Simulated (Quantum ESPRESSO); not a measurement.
Consider KCaCl3 (Cm).

```
Ca K Cl
1.0
     3.82287   -3.82431    0.00000
     3.82287    3.82431    0.00000
    -0.00053    0.00000    5.40652
Ca K Cl
1 1 3
Direct
  0.49789 0.49789 0.48521
  0.99805 0.99805 0.99999
  0.99942 0.49552 0.48278
  0.50729 0.50729 0.98514
  0.49552 0.99942 0.48278
```

Absorber: atom 2, with 7 Cl at 3.75 to 3.83 Å and 5 Cl at 3.88 to 3.89 Å (distorted cuboctahedral, site symmetry m). Method: Quantum ESPRESSO XSpectra, LDA, full core hole (charged cell), 5-atom cell with 5.4 Å between holes, 4×4×4 k points, dipole transitions, Lorentzian half width 0.37 eV up to 4 eV, rising linearly to 2.5 eV at 25 eV (counted from xe0, 1.4 eV below the zero used here).

Question: Predict the near-edge structure at the K K edge.

Main maxima up to 30 eV above the zero (height): 4.6 eV (2.44), 13.0 eV (1.26) and 27.3 eV (1.03). A K edge sees empty p states on the absorber. The total-energy difference plus the lowest empty eigenvalue puts the zero at 3613.46 eV. One term is added: -19.73 eV, since the hole is spin-paired here and a spin-polarised one costs that much less in the free atom (computed apart). The photon energy is then 3593.73 eV. The tabulated edge of the element is 3608.4 eV. The functional and the charged cell's background leave an error in such absolute values: in the free atom LDA prices this hole 11.1 eV below PBE (computed apart), and PBE is itself good to a few eV.

The K K spectrum (energy from the lowest empty level; intensity scaled to a mean of 1 over the first 20 eV; the points at xe0, where the cut of filled states can leave a spike, are interpolated):

| E (eV) | intensity |
| --- | --- |
| -2.0 | 0.04 |
| -1.0 | 0.05 |
| 0.0 | 0.08 |
| 1.0 | 0.19 |
| 2.0 | 0.28 |
| 3.0 | 1.09 |
| 4.0 | 2.20 |
| 5.0 | 2.32 |
| 6.0 | 1.22 |
| 7.0 | 0.70 |
| 8.0 | 0.61 |
| 9.0 | 0.59 |
| 10.0 | 0.68 |
| 11.0 | 0.87 |
| 12.0 | 1.13 |
| 13.0 | 1.26 |
| 14.0 | 1.22 |
| 15.0 | 1.18 |
| 16.0 | 1.17 |
| 17.0 | 1.07 |
| 18.0 | 0.94 |
| 19.0 | 0.86 |
| 20.0 | 0.84 |
| 21.0 | 0.86 |
| 22.0 | 0.90 |
| 23.0 | 0.92 |
| 24.0 | 0.93 |
| 25.0 | 0.95 |
| 26.0 | 1.00 |
| 27.0 | 1.03 |
| 28.0 | 1.01 |
| 29.0 | 0.94 |
| 30.0 | 0.86 |
| 31.0 | 0.79 |
| 32.0 | 0.75 |

The holes are only 5.4 Å apart, so the shape is probably not converged with cell size; no larger cell was run here. The structure is a computed Materials Project entry and may be a hypothetical form.

[Banner, clock and machine lines of the logs are left out without a mark of their own.]

[Logs are printed without paths, hosts, clocks, repeated set-up lines and the standing remarks that a program may print on its own settings, such as how far it seeks lower states.]

[Hosts, paths, dates, database ids (printed as entryN), source tags and the programs' standing remarks are cut or masked in the printed files.]

[Lists of maxima count a maximum above −3 eV only where it reaches 4 % of the highest in the window and stands out from its surroundings by 2 % of it (1.5 % where it reaches 55 %); shoulders and weaker maxima are passed over, and of the rest the first, up to two pre-edge ones and the few strongest are named.]
